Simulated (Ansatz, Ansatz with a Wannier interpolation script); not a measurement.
Computed results, one entry a study.

**PNO (Cc): quasiparticle bands by Wannier interpolation**

Symmetry: Cc, No. 9, monoclinic system. Conventional cell: a = 6.556 Å, b = 6.572 Å, c = 4.620 Å, α = 90.00°, β = 130.96°, γ = 90.00°. Nearest to P lie 2 N at 1.55 Å and 2 O at 1.60 Å. Nearest to N lie 2 P at 1.55 Å. O has 2 P at 1.60 Å nearest. Farther neighbours and most contacts between anions are not listed.

```yaml
method: DFT, LDA, plane waves, PAW (and 3 further levels or steps)
program: Ansatz 0.2.0 and Ansatz with a Wannier interpolation script 0.2.0
settings_of_one_run: cutoff 420 eV, 4×4×4 k-mesh, smearing width 0.02 eV, default PAW
cost: 3 runs, 6.2 min in all on 8 threads of Arm Neoverse N1, shared host (the runs of this entry)
notes: The cell and positions are those that the Materials Project relaxed with its own functionals (PBE, PBE+U or r2SCAN), kept fixed. Bands and cutoff are finite, so the gap is not at the basis limit. The miss can reach some tenths of an eV and take either sign; the mesh is an error of its own. Above the frozen window of the model the interpolated levels need not meet the computed ones, even at points of the mesh.
lda_gap: 5.02 eV
g0w0_gap_over_the_zone: 7.48 eV, indirect
least_direct_g0w0_gap_in_the_model: 8.11 eV
gw_settings: 4×4×4 mesh, 224 empty bands, screening to 120 eV
known_limits: not at the basis limit
```

The Wannier model follows the LDA bands to under 1 meV r.m.s. near the gap. The G0W0 gap over the zone is 7.48 eV, indirect, from Y to Γ; on the mesh alone it is 7.48 eV, nearly the same.

[Paths, hosts, dates, memory and timing lines, banners, echoed tables and standing remarks are left out of the program output.]

[Logs are printed without paths, hosts, clocks, repeated set-up lines and the standing remarks that a program may print on its own settings, such as how far it seeks lower states.]

[Runs of the session that timed out or met a known fault of the program may be left out.]

[Hosts, paths, dates, database ids (printed as entryN), source tags and the programs' standing remarks are cut or masked in the printed files.]
